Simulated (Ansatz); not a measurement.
The compound is KAuF3 (cubic perovskite) (Pm-3m).

The structure was built from a prototype and need not be the compound's stable phase.

```
K Au F
1.0
     0.00000   -4.32778    0.00000
     0.00000    0.00000    4.32778
    -4.32778    0.00000    0.00000
K Au F
1 1 3
Direct
  0.00000 0.00000 0.00000
  0.50000 0.50000 0.50000
  0.50000 0.50000 0.00000
  0.50000 0.00000 0.50000
  0.00000 0.50000 0.50000
```

The structure was relaxed with LDA. The structure type comes from a generator and need not be one that this composition takes. The structure was generated from a model, not taken from a measurement. The runs that relaxed it are not among those shown. The program's search for lower electronic states was switched off, so nothing shows that the state found is the lowest. Spin-orbit coupling is left out unless a run names it. PAW set soft_2, made with PBE.

A constrained-RPA run (Ansatz 0.2.0; non-magnetic LDA; Au d + anion p, bands v14 to v1, 4×4×4 mesh, medium accuracy) builds 14 functions on bands 9.1 eV wide, with 27.0 electrons in the window. The bare on-site interaction is 16.9 eV and the bare J 0.68 eV.

Question: What U and J survive the screening?

On the Au d shell, U = 6.74 eV (40 % of the bare value), U′ = 5.72 eV, J = 0.51 eV.

The parent state is non-magnetic and the interaction static (zero frequency); U depends on the window and the orbitals, so it belongs to this model alone. Spin-orbit coupling, which is strong for atoms this heavy, is left out. A window that holds the anion p bands defines a model with explicit ligands; its U belongs to that model and is not the U of DFT+U.

[Paths, hosts, dates, memory and timing lines, banners, echoed tables and standing remarks are left out of the program output.]

[Logs are printed without paths, hosts, clocks, repeated set-up lines and the standing remarks that a program may print on its own settings, such as how far it seeks lower states.]

[Runs of the session that timed out or met a known fault of the program may be left out.]

[Hosts, paths, dates, database ids (printed as entryN), source tags and the programs' standing remarks are cut or masked in the printed files.]
